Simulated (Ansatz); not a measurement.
# LiZn4As3: relaxing a made-up structure, part 2 of 2

This structure for LiZn4As3 is made up. Its elements were placed in a known structure type with a cell scaled to their sizes. What cell does the guess relax to, and how far off was it?

Ansatz 0.2.0; DFT, PBE, plane-wave PAW, files of the set soft_1, scalar-relativistic, no spin, cell and ions relaxed at zero pressure; PAW set soft_1 (the session's first sound run).

So far: The structure; Relaxing cell and atoms. The relaxed cell has a = 4.105, c = 9.800 Å (conventional setting).

### 3. Bands of the relaxed cell

With the geometry fixed, one more self-consistent run, with a narrower smearing and the mesh shown in its input, gives the bands, and its pressure, and its forces where symmetry allows any, show how far the geometry depends on these settings.

This step: DFT, PBE, plane-wave PAW, files of the set soft_1, scalar-relativistic, no spin, bands and density of states at the relaxed cell; PAW set soft_1 (Ansatz 0.2.0).

The input, input.yaml:

```yaml
crystal:
  lattice:
    - [4.1049762734, 0.0, 0.0]
    - [0.0, 4.1049762734, 0.0]
    - [0.0, 0.0, 9.8001379758]
  atoms:
    - { symbol: As, position: [0.0, 0.0, 0.0] }
    - { symbol: As, position: [0.5, 0.5, 0.6780827389] }
    - { symbol: As, position: [0.5, 0.5, 0.3219172611] }
    - { symbol: Zn, position: [0.5, 0.0, 0.8281287159] }
    - { symbol: Zn, position: [0.0, 0.5, 0.8281287159] }
    - { symbol: Zn, position: [0.5, 0.0, 0.1718712841] }
    - { symbol: Zn, position: [0.0, 0.5, 0.1718712841] }
    - { symbol: Li, position: [0.0, 0.0, 0.5] }
kpoints:
  mp_grid: { grid: [8, 8, 4] }
  band_path:
    path:
      - [[0.0, 0.0, 0.0], [0.0, 0.5, 0.0], [0.5, 0.5, 0.0], [0.0, 0.0, 0.0], [0.0, 0.0, 0.5], [0.0, 0.5, 0.5], [0.5, 0.5, 0.5], [0.0, 0.0, 0.5]]
      - [[0.0, 0.5, 0.0], [0.0, 0.5, 0.5]]
      - [[0.5, 0.5, 0.0], [0.5, 0.5, 0.5]]
    npoints: 8
scf:
  occupations: { method: fermi_dirac, width: 0.03 }
  n_extra_bands: 12
hamiltonian:
  xc: pbe
  pseudopotentials: { kind: paw, azcp: { folder: soft_1 } }
output:
  forces: true
  stress: true
  write_bands: true
  dos: { projected: true }
  write_density: true
  write_potential: true
  elf: true
  volumetric_format: npy
```

On the command line:

```sh
$ ansatz run input.yaml --threads 4 --pin off --max-ram 10240MiB --backend cpu --events-out ev --progress --plain --runs-dir out
```

Numbers of over 12 decimals in the logs are rounded to 6 here.

Output:

```text
[...]
Crystal: 8 atoms, lattice volume = 165.140 Å³
Basis set: ecut = 420 eV, 3225 PW (Γ), exchange–correlation on 60×60×144 points (8 copies of the dense FFT grid, shifted against one another)
Bands: 60, of which v1, the nominal top of the filled ones, is band 48 counted from 1 (47 counted from 0)
Symmetry: 16 space group operations
[...]
k-points: 45 of 256
[...]
SCF iter   1: F=—  HF=-28050.725143 eV  |F-HF|=—  |Δ(HF+E_count)|=         —  Δρ=3.22e-2  dr2=1.04e0  ethr=3.10e-3  ⟨swp⟩=6.9  Hψ=11382  notcnv=0  defer=10
[...]
SCF iter  10: F=-28050.533208 eV  HF=-28050.533208 eV  |F-HF|=2.82e-8  |Δ(HF+E_count)|=   3.65e-7  Δρ=6.39e-6  dr2=9.85e-8  ethr=1.04e-10  ⟨swp⟩=12.5  Hψ=21993  notcnv=0
SCF 1 converged in 10 iterations: F = -28050.533208 eV  dr2 = 9.85e-8
[...]
NSCF: frozen V_eff on 75 k-points
SCF converged after 10 iterations
Free energy (F): -28050.533208 eV
[...]
Internal energy: -28050.532169 eV  (E = F + TS)
E sigma→0 (E₀):  -28050.532688 eV
Entropy (-TS):   -0.001038 eV (-0.130 meV/atom)
Fermi energy:    7.789211 eV
[...]
--- Forces (eV/Å), atoms counted from 1 ---
  atom   1  As     0.00000000     0.00000000     0.00000000
  atom   2  As     0.00000000     0.00000000     0.01049784
  atom   3  As     0.00000000     0.00000000    -0.01049784
  atom   4  Zn     0.00000000     0.00000000    -0.00375357
  atom   5  Zn     0.00000000     0.00000000    -0.00375357
  atom   6  Zn     0.00000000     0.00000000     0.00375357
  atom   7  Zn     0.00000000     0.00000000     0.00375357
  atom   8  Li    -0.00000000    -0.00000000     0.00000000
  max |Σ_I F_I| component: 4.16e-17 eV/Å
--- Stress (GPa, compression-positive) ---
       -0.056828       0.000000       0.000000
        0.000000      -0.056828       0.000000
        0.000000       0.000000       0.106470
  P = ⅓ Tr σ = -0.0024 GPa (-0.024 kbar)
--- Band table (eV; the first three rows and the last of 45) ---
  k-point 0: bands = [... 44 lower, 6.2897, 7.4272, 7.4272, 7.7165, 7.8396, 8.0024, 8.9823, 9.2227, ... 8 higher]
  k-point 1: bands = [... 44 lower, 6.1670, 6.7421, 7.5829, 7.5829, 7.8503, 8.7087, 9.1566, 9.2179, ... 8 higher]
  k-point 2: bands = [... 44 lower, 6.0578, 6.0578, 7.7272, 7.7272, 7.8616, 8.9856, 9.0960, 9.2289, ... 8 higher]
  k-point 44: bands = [... 44 lower, 4.7544, 4.7940, 4.7940, 5.6191, 7.9635, 7.9635, 8.0046, 9.7267, ... 8 higher]
```

The job ended after 11 s (4 threads of AMD EPYC 7R13 (Zen 3), shared host; peak memory 0.98 GiB).

The column dr2 measures how far the density is from self-consistency, as an energy; F and HF (Harris–Foulkes) agree once it is small.

This step gave:

- free energy: -28050.5332 eV
- energy at zero smearing: -28050.5327 eV
- smearing term TS: 0.001038 eV
- Fermi energy: 7.789 eV
- gap by band count: 0.1124 eV
- pressure: -0.002395 GPa

From bands.tsv. Electronic bands along the path, in eV, zero at the valence top; v1 is the highest filled band, c1 the lowest empty one:

```csv
point,v4,v3,v2,v1,c1,c2,c3,c4
Γ,-1.44,-0.30,-0.30,-0.01,0.11,0.28,1.26,1.50
halfway,-2.11,-1.03,-0.58,-0.36,0.79,1.44,1.60,2.89
X,-1.97,-1.24,-0.86,-0.54,0.18,2.06,2.08,2.71
halfway,-2.95,-2.39,-2.21,-1.78,1.07,1.17,2.09,2.15
M,-3.30,-3.30,-3.29,-1.57,0.15,1.19,1.19,2.16
halfway,-2.24,-2.17,-2.09,-1.10,1.92,2.04,2.42,2.52
Γ,-1.44,-0.30,-0.30,-0.01,0.11,0.28,1.26,1.50
halfway,-1.56,-0.99,-0.14,-0.14,0.12,0.98,1.43,1.49
Z,-1.67,-1.67,0.00,0.00,0.13,1.26,1.37,1.50
halfway,-1.60,-1.27,-0.86,-0.12,0.57,1.06,2.39,2.84
R,-1.24,-0.78,-0.64,-0.53,0.63,0.94,2.26,2.66
halfway,-2.81,-2.69,-2.43,-1.08,0.54,1.28,1.66,3.24
A,-2.97,-2.93,-2.93,-2.11,0.24,0.24,0.28,2.00
halfway,-3.25,-1.81,-1.66,-0.73,1.15,1.64,2.69,2.71
Z,-1.67,-1.67,0.00,0.00,0.13,1.26,1.37,1.50
jump to X,-1.97,-1.24,-0.86,-0.54,0.18,2.06,2.08,2.71
halfway,-1.32,-1.24,-0.83,-0.58,0.54,1.33,2.48,2.53
R,-1.24,-0.78,-0.64,-0.53,0.63,0.94,2.26,2.66
jump to M,-3.30,-3.30,-3.29,-1.57,0.15,1.19,1.19,2.16
halfway,-3.16,-3.11,-3.11,-1.82,0.21,0.62,0.62,2.25
A,-2.97,-2.93,-2.93,-2.11,0.24,0.24,0.28,2.00
```

States per cell as run, both spins, in windows of 1 eV, from dos.tsv (zero at the valence-band top):

| from | to | total |
| --- | --- | --- |
| -8 | -7 | 39.71 |
| -7 | -6 | 0.23 |
| -6 | -5 | 3.12 |
| -5 | -4 | 2.13 |
| -4 | -3 | 3.34 |
| -3 | -2 | 3.77 |
| -2 | -1 | 3.70 |
| -1 | 0 | 1.74 |
| 0 | 1 | 1.28 |
| 1 | 2 | 3.60 |
| 2 | 3 | 3.57 |
| 3 | 4 | 4.63 |
| 4 | 5 | 4.39 |

A further 38.3 states lie below the table's range.

Electrostatic potential energy in the ac plane at fractional y = 0.000, with atoms of As and Zn and Li within 0.2 Å of it. With pseudopotentials it is smooth inside the atoms' cores, unlike the true potential.

Values in eV, 24 rows by 14 columns, each cell a mean:
```
 10   7  -8  -5   6   8   8   8   8   8   3  -8  -3   9
 -7  -9  -5   3   6   4  -1  -2   1   5   5   1  -8  -8
  2   3   6   6  -1 -17 -34 -38 -29 -12   4   6   5   3
  9   9   8   6 -13 -37 -51 -51 -48 -31  -2   6   9   9
 10  10   9   6 -10 -34 -49 -50 -46 -28  -1   7   9  10
 10  10   9   8   2 -10 -26 -29 -20  -7   6   8  10  10
 10  10  10  10   8   7   3   2   5   7   9  10  10  10
 10  10  10  10  10  10  10   9  10  10  10  10  10  10
  8   8   9  10  10  11  11  11  11  11  10  10   9   8
  4   5   7   8  10  10  11  11  11  10   9   8   6   4
-15  -9   1   6   8  10  10  11  10   9   8   5  -2 -11
-36 -26  -6   4   8   9  10  10  10   9   6   2 -14 -29
-28 -20  -3   4   8   9  10  10  10   9   7   3  -9 -23
 -4   0   4   7   9  10  11  11  10  10   8   6   3  -2
  6   7   8   9  10  11  11  11  11  10  10   9   7   7
  9   9  10  10  10  10  10  10  10  10  10  10  10   9
 10  10  10  10   9   9   8   8   8   9  10  10  10  10
 10  10  10   9   6   1  -7 -10  -4   3   8   9  10  10
 10  10   9   7  -4 -23 -41 -44 -36 -18   3   8  10  10
 10   9   8   6 -14 -39 -51 -51 -49 -33  -3   7   9  10
  7   8   7   6  -8 -30 -47 -49 -43 -24   0   6   8   7
 -6  -4   2   5   4  -5 -17 -20 -13  -2   5   5  -1  -5
  3  -3  -9  -1   6   7   6   5   6   7   5  -4  -8   0
 11  11  -6  -6   6   9   9   9   9   8   2  -9   2  11
```
Columns run along a (4.1 Å; values clipped at the 3rd and 97th percentile), rows up along c (9.8 Å). Atoms in or near the plane, at fractional coordinates: As at (0.00, 0.00), Zn at (0.50, 0.83), Zn at (0.50, 0.17), Li at (0.00, 0.50).

Valence density in the ac plane at fractional y = 0.000, with atoms of As and Zn and Li within 0.2 Å of it. It is the smooth field of the valence electrons, not physical close to the nuclei.

Ten steps, logarithmic in the rise over the least value, from '_' (0 e/Å³) to '@' (35 e/Å³), each cell a mean:
```
%%##--....__________..::==##
--::....................::--
..........::==++--::........
________::==%%@@##--..______
________::==%%@@**--..______
________..::--==--..________
____________......__________
____________________________
____________________________
____________________________
--..______________________::
**++____________________::++
++--____________________..==
____________________________
____________________________
____________________________
____________________________
__________....::....________
________..--++**==::..______
________::==%%@@##==..______
..____....--##%%++--....____
::..........::--::..........
**==::....__________....--++
@@%%--::..__________..::++%%
```
Columns run along a (4.1 Å), rows up along c (9.8 Å). Atoms in or near the plane, at fractional coordinates: As at (0.00, 0.00), Zn at (0.50, 0.83), Zn at (0.50, 0.17), Li at (0.00, 0.50).

ELF in the ac plane at fractional y = 0.000, with atoms of As and Zn and Li within 0.2 Å of it. It is the smooth field of the valence electrons, not physical close to the nuclei.

Ten even steps from '0' (0.00 × 1e-1) to '9' (9.88 × 1e-1), each cell a mean:
```
12565321246642
55663211124665
55531100012455
33211000001223
11111000011111
00111110111100
00011111111100
00001111111000
00000111110000
00000000000000
63000000000014
99200000000059
97100000000038
10000000000001
00000000000000
00001111110000
00011111111100
00011111111100
00111100011110
11111000001111
44321000011244
66652111113566
34665211236654
01566421246631
```
Columns run along a (4.1 Å), rows up along c (9.8 Å). Atoms in or near the plane, at fractional coordinates: As at (0.00, 0.00), Zn at (0.50, 0.83), Zn at (0.50, 0.17), Li at (0.00, 0.50).

### 4. Results

```
space group, relaxed : P4/mmm
conventional cell    : a = 4.105, b = 4.105, c = 9.800 Å; α = 90.0°, β = 90.0°, γ = 90.0°
volume per atom      : 20.64 Å³ (guess 15.55)
```

**Reading.** LiZn4As3 relaxes to P4/mmm with a = 4.105, b = 4.105 and c = 9.800 Å. The guessed volume was 25 % too small. The space group P4/mmm was held in the relaxation, so the end point is a stationary structure within it and may be a saddle against distortions or other arrangements. It has an indirect Kohn–Sham gap of 0.11 eV, which semilocal functionals understate. On the 8×8×4 mesh with the narrower smearing (relaxed on 7×7×3) the largest force component is 0.010 eV/Å and the largest stress component is 0.106 GPa, against the relaxation's thresholds of 0.015 eV/Å and 0.05 GPa. The cutoff wasn't tested. A vector of the cell changed its length by 11 %, more than the volume shows. No dispersion term is used, so weakly bound directions may come out too long. Nothing here tests whether the compound is stable against decomposition.

[Logs are printed without paths, hosts, clocks, repeated set-up lines and the standing remarks that a program may print on its own settings, such as how far it seeks lower states.]

[Hosts, paths, dates, database ids (printed as entryN), source tags and the programs' standing remarks are cut or masked in the printed files.]
